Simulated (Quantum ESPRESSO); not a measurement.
## Magnetic state of MnO2 (Pyrolusite) from several starts

Does MnO2 (Pyrolusite) prefer parallel or opposed moments, or none?

Main program and level: Quantum ESPRESSO 7.5; PBE; plane waves with GBRV 1.5 PBE potentials, no spin-orbit coupling.

**Measured values to reproduce.**

“Local electronic structure of dilute hydrogen in beta-MnO2” (2024, arxiv:2401.02109) quotes from earlier work for MnO2, rutile (bulk crystal): moment (ordered Mn moment in helical phase) 2.34 μB [Earlier experimental value quoted in discussion; measurement temperature and sample not …].

This is a report of a sequence of runs, with most program output left out.

## Step 1: Starting point

It takes space group P4_2/mnm (No. 136, tetragonal). The conventional cell has a = 4.398 Å, b = 4.398 Å, c = 2.873 Å, α = 90.00°, β = 90.00°, γ = 90.00°. Mn has 6 O at 1.88 to 1.90 Å nearest. O has 3 Mn at 1.88 to 1.90 Å nearest. Farther neighbours and most contacts between anions are not listed.

Coordinates:

```cif
data_structure
_symmetry_space_group_name_H-M 'P4_2/mnm'
_symmetry_Int_Tables_number 136
_cell_length_a 4.3983
_cell_length_b 4.3983
_cell_length_c 2.8730
_cell_angle_alpha 90.000
_cell_angle_beta 90.000
_cell_angle_gamma 90.000
_cell_volume 55.58
loop_
_atom_site_label
_atom_site_type_symbol
_atom_site_symmetry_multiplicity
_atom_site_Wyckoff_symbol
_atom_site_fract_x
_atom_site_fract_y
_atom_site_fract_z
_atom_site_occupancy
Mn1 Mn 2 a 0.00000 0.00000 0.00000 1
O1 O 4 f 0.30515 0.30515 0.00000 1
```

The cell comes from the Crystallography Open Database.

## Step 2: Run 1, typed as ferro ++

The signs are those of the starting moments on the seeded atoms, the atoms that are given a moment.

Contents of pw.in:

```
&CONTROL
  calculation = 'scf'
  prefix = 'pwscf'
  outdir = './tmp'
  pseudo_dir = './pseudo'
  disk_io = 'nowf'
  tprnfor = .true.
  tstress = .true.
/
&SYSTEM
  ibrav = 0
  celldm(1) = 8
  nat = 6
  ntyp = 2
  ecutwfc = 40
  ecutrho = 280
  nbnd = 42
  occupations = 'smearing'
  smearing = 'fd'
  degauss = 0.00999582
  nspin = 2
  starting_magnetization(1) = 0.3
  starting_magnetization(2) = 0
/
&ELECTRONS
  conv_thr = 1.2d-08
  electron_maxstep = 150
  mixing_beta = 0.3
/
ATOMIC_SPECIES
Mn     54.9380 mn_pbe_v1.5.uspp.F.UPF
O      15.9990 o_pbe_v1.2.uspp.F.UPF
CELL_PARAMETERS alat
   1.0389478017427    0.0000000000000    0.0000000000000
   0.0000000000000    1.0389478017427    0.0000000000000
   0.0000000000000    0.0000000000000    0.6786478945062
ATOMIC_POSITIONS crystal
Mn      0.0000000000    0.0000000000    0.0000000000
Mn      0.5000000000    0.5000000000    0.5000000000
O       0.3051500000    0.3051500000    0.0000000000
O       0.1948500000    0.8051500000    0.5000000000
O       0.6948500000    0.6948500000    0.0000000000
O       0.8051500000    0.1948500000    0.5000000000
K_POINTS automatic
8 8 8 0 0 0
```

Run with:

```sh
$ OMP_NUM_THREADS=1 mpirun -n 2 pw.x -nk 2 -in pw.in > pw.out
```

Run time: 1.9 min. Hardware: 2 MPI ranks of Arm Neoverse V1, shared host; peak memory 0.39 GiB; 3.9 min of CPU time.

Spin moment in the atom's sphere by atom:

```csv
atom,spin moment in the atom's sphere (μB)
Mn1,2.38
Mn2,2.38
O3,0.08
O4,0.08
O5,0.08
O6,0.08
```

Read from the output:

| Quantity | Value |
| --- | --- |
| smearing term TS | 0.09525 eV |
| pressure | 6.453 GPa |
| magnetization | 5.89 μB |
| absolute magnetization | 6.086 μB |
| final state | ferromagnetic |

Spin density in the ab plane at fractional z = 0.000, with atoms of Mn and O within 0.2 Å of it.

Ten even steps from '_' (-0.1 e/Å³) to '@' (4.3 e/Å³), each cell a mean:
```
@@++..__________________..--
--..______________________..
____________________________
__________________..________
____________________..______
____________________________
____________________________
____________________________
____________________________
____________________________
____________________________
..________________________..
**..____________________..++
@@**..__________________--@@
```
Columns run along a (4.4 Å), rows up along b (4.4 Å). Atoms in or near the plane, at fractional coordinates: Mn at (0.00, 0.00), O at (0.31, 0.31), O at (0.69, 0.69).

Valence density in the ab plane at fractional z = 0.000, with atoms of Mn and O within 0.2 Å of it. It is the smooth field of the valence electrons, not physical close to the nuclei.

Ten steps, logarithmic in the rise over the least value, from '0' (0 e/Å³) to '9' (17 e/Å³), each cell a mean:
```
98510000012369
76310001234346
32100002466533
10000013677642
00000013677631
00001112466420
00122222233210
01245432111000
02467642100000
12578752100000
22467642000011
54345421000135
97422210000268
99521000001379
```
Columns run along a (4.4 Å), rows up along b (4.4 Å). Atoms in or near the plane, at fractional coordinates: Mn at (0.00, 0.00), O at (0.31, 0.31), O at (0.69, 0.69).

## Step 3: Run 2 (antiferro +−)

Changes to pw.in since step 2:

```diff
@@ -13,6 +13,6 @@
   nat = 6
-  ntyp = 2
+  ntyp = 3
   ecutwfc = 40
   ecutrho = 280
-  nbnd = 42
+  nbnd = 37
   occupations = 'smearing'
@@ -22,3 +22,4 @@
   starting_magnetization(1) = 0.3
-  starting_magnetization(2) = 0
+  starting_magnetization(2) = -0.3
+  starting_magnetization(3) = 0
 /
@@ -30,3 +31,4 @@
 ATOMIC_SPECIES
-Mn     54.9380 mn_pbe_v1.5.uspp.F.UPF
+Mn1    54.9380 mn_pbe_v1.5.uspp.F.UPF
+Mn2    54.9380 mn_pbe_v1.5.uspp.F.UPF
 O      15.9990 o_pbe_v1.2.uspp.F.UPF
@@ -37,4 +39,4 @@
 ATOMIC_POSITIONS crystal
-Mn      0.0000000000    0.0000000000    0.0000000000
-Mn      0.5000000000    0.5000000000    0.5000000000
+Mn1     0.0000000000    0.0000000000    0.0000000000
+Mn2     0.5000000000    0.5000000000    0.5000000000
 O       0.3051500000    0.3051500000    0.0000000000
```

Wall time 2.6 min (2 MPI ranks); peak memory 0.45 GiB; 5.2 min of CPU time.

Spin moment in the atom's sphere by atom:

```csv
atom,spin moment in the atom's sphere (μB)
Mn1,2.22
Mn2,-2.22
O3,-0.04
O4,0.04
O5,-0.04
O6,0.04
```

This step gave:

* smearing term TS: 0.08409 eV
* pressure: 3.304 GPa
* magnetization: 0 μB
* absolute magnetization: 5.466 μB
* final state: antiferromagnetic

Spin density in the ab plane at fractional z = 0.000, with atoms of Mn and O within 0.2 Å of it.

Values in e/Å³, 14 rows by 14 columns, each cell a mean:
```
 4.1  2.2  0.5  0.1  0.0  0.0  0.0  0.0  0.0  0.0  0.0  0.2  0.7  2.2
 1.7  0.7  0.2  0.0  0.0  0.0  0.0  0.0  0.0  0.0  0.0  0.0  0.1  0.7
 0.3  0.2  0.1  0.0  0.0  0.0  0.0  0.0  0.0 -0.1 -0.1  0.0  0.0  0.2
 0.0  0.0  0.0  0.0  0.0  0.0  0.0  0.0 -0.1 -0.2 -0.2 -0.1  0.0  0.0
 0.0  0.0  0.0  0.0  0.0  0.0  0.0  0.0  0.0 -0.1 -0.2 -0.1  0.0  0.0
 0.0  0.0  0.0  0.0  0.0  0.0  0.0  0.0  0.0  0.0 -0.1  0.0  0.0  0.0
 0.0  0.0  0.0  0.0  0.0  0.0  0.0  0.0  0.0  0.0  0.0  0.0  0.0  0.0
 0.0  0.0  0.0  0.0  0.0  0.0  0.0  0.0  0.0  0.0  0.0  0.0  0.0  0.0
 0.0  0.0 -0.1 -0.1 -0.1  0.0  0.0  0.0  0.0  0.0  0.0  0.0  0.0  0.0
 0.0  0.0 -0.1 -0.2 -0.1 -0.1  0.0  0.0  0.0  0.0  0.0  0.0  0.0  0.0
 0.1  0.0  0.0 -0.1 -0.2 -0.1  0.0  0.0  0.0  0.0  0.0  0.0  0.0  0.1
 0.4  0.1  0.0  0.0 -0.1 -0.1  0.0  0.0  0.0  0.0  0.0  0.1  0.2  0.5
 1.8  0.2  0.1  0.0  0.0  0.0  0.0  0.0  0.0  0.0  0.0  0.2  0.7  2.2
 3.7  1.8  0.4  0.1  0.0  0.0  0.0  0.0  0.0  0.0  0.0  0.3  1.7  4.1
```
Columns run along a (4.4 Å), rows up along b (4.4 Å). Atoms in or near the plane, at fractional coordinates: Mn at (0.00, 0.00), O at (0.31, 0.31), O at (0.69, 0.69).

Valence density in the ab plane at fractional z = 0.000, with atoms of Mn and O within 0.2 Å of it. It is the smooth field of the valence electrons, not physical close to the nuclei.

Values in e/Å³, 14 rows by 14 columns, each cell a mean:
```
17 10  1  0  0  0  0  0  0  0  0  1  5 16
 7  3  1  0  0  0  0  0  0  1  1  1  2  5
 1  1  0  0  0  0  0  0  1  3  3  1  1  1
 0  0  0  0  0  0  0  1  3  6  6  3  1  0
 0  0  0  0  0  0  0  1  4  7  6  3  1  0
 0  0  0  0  0  0  0  1  2  4  3  1  0  0
 0  0  0  0  0  0  0  0  1  1  1  0  0  0
 0  0  0  1  2  1  1  0  0  0  0  0  0  0
 0  0  1  4  5  3  1  0  0  0  0  0  0  0
 0  1  2  6  7  5  2  0  0  0  0  0  0  0
 0  1  2  4  6  4  1  0  0  0  0  0  0  0
 2  1  1  2  2  1  0  0  0  0  0  0  1  1
11  4  1  1  1  0  0  0  0  0  0  1  3 10
14 11  2  0  0  0  0  0  0  0  0  1  7 17
```
Columns run along a (4.4 Å), rows up along b (4.4 Å). Atoms in or near the plane, at fractional coordinates: Mn at (0.00, 0.00), O at (0.31, 0.31), O at (0.69, 0.69).

## Step 4: Run 3, typed as no spin polarisation

Changes to pw.in since step 3:

```diff
@@ -13,3 +13,3 @@
   nat = 6
-  ntyp = 3
+  ntyp = 2
   ecutwfc = 40
@@ -20,6 +20,2 @@
   degauss = 0.00999582
-  nspin = 2
-  starting_magnetization(1) = 0.3
-  starting_magnetization(2) = -0.3
-  starting_magnetization(3) = 0
 /
@@ -31,4 +27,3 @@
 ATOMIC_SPECIES
-Mn1    54.9380 mn_pbe_v1.5.uspp.F.UPF
-Mn2    54.9380 mn_pbe_v1.5.uspp.F.UPF
+Mn     54.9380 mn_pbe_v1.5.uspp.F.UPF
 O      15.9990 o_pbe_v1.2.uspp.F.UPF
@@ -39,4 +34,4 @@
 ATOMIC_POSITIONS crystal
-Mn1     0.0000000000    0.0000000000    0.0000000000
-Mn2     0.5000000000    0.5000000000    0.5000000000
+Mn      0.0000000000    0.0000000000    0.0000000000
+Mn      0.5000000000    0.5000000000    0.5000000000
 O       0.3051500000    0.3051500000    0.0000000000
```

Elapsed: 54 s, on 2 MPI ranks; peak memory 0.25 GiB.

This step gave:

```
smearing term TS : 0.4662 eV
pressure         : -4.922 GPa
final state      : non-magnetic (no spin polarisation)
```

## Step 5: Energies of the orders

An order is kept where moments of 0.15 μB or more survive with the typed signs; meshes match where a doubled cell samples the same k points as the first cell.

Orders:

```csv
start,final state,typed order kept,energy over the lowest (meV a seeded atom),largest site moment (μB),net moment (μB a cell of the first run),mesh matched,CPU time (s)
ferro ++,ferromagnetic,yes,108.7,2.376,5.89,yes,231.9
antiferro +-,antiferromagnetic,yes,0,2.218,0,yes,310.1
no spin polarisation,non-magnetic,-,645,0,0,yes,108.6
```

## Step 6: What came out

```yaml
lowest_state_found: antiferromagnetic (from antiferro +-)
largest_site_moment: 2.22 μB
next_state_with_moments: ferromagnetic, 109 meV a seeded atom higher
state_without_moments: 645 meV a seeded atom higher
```

What this shows: Forming the moments gains more than four times the spread of the orders, as local moments do. Only these 3 starts were compared; other wavevectors, canted and longer-period orders were not. A computed site moment is spin alone and hangs on the region that is counted: the program's spheres do not touch and miss the tail of the moment. Measured moments hold any orbital part as well, and belong to the order of the sample, which need not be the order of this run. Energies are free energies at an electronic temperature of 1580 K, which lowers moments and differences where the moments are itinerant. No Hubbard term acts here. In such compounds local and semilocal functionals without one often delocalise the d electrons, and can shrink or lose moments and miss the size, sign and order of the couplings. The smearing term is large for its width, so states at the Fermi level are partly filled: at this level the cell is a metal or has a gap of a few widths at most.

Comparison with the measured values:

```
        quantity  measured  in the sphere
moment (Mn) (μB)      2.34  2.22 (-5.2 %)
```

Measured values from arxiv:2401.02109 (2024).

**Verdict.** The moment is off by -5.2 %. No cell relaxation is part of this session.

[Logs and program files are shortened in this print: banners, set-up blocks, solver, clock and traceback lines can be left out without a mark of their own.]

[Logs are printed without paths, hosts, clocks, repeated set-up lines and the standing remarks that a program may print on its own settings, such as how far it seeks lower states.]

[Hosts, paths, dates, database ids (printed as entryN), source tags and the programs' standing remarks are cut or masked in the printed files.]

[Where a cell is said to come from a database of computed structures, the database is the Materials Project.]
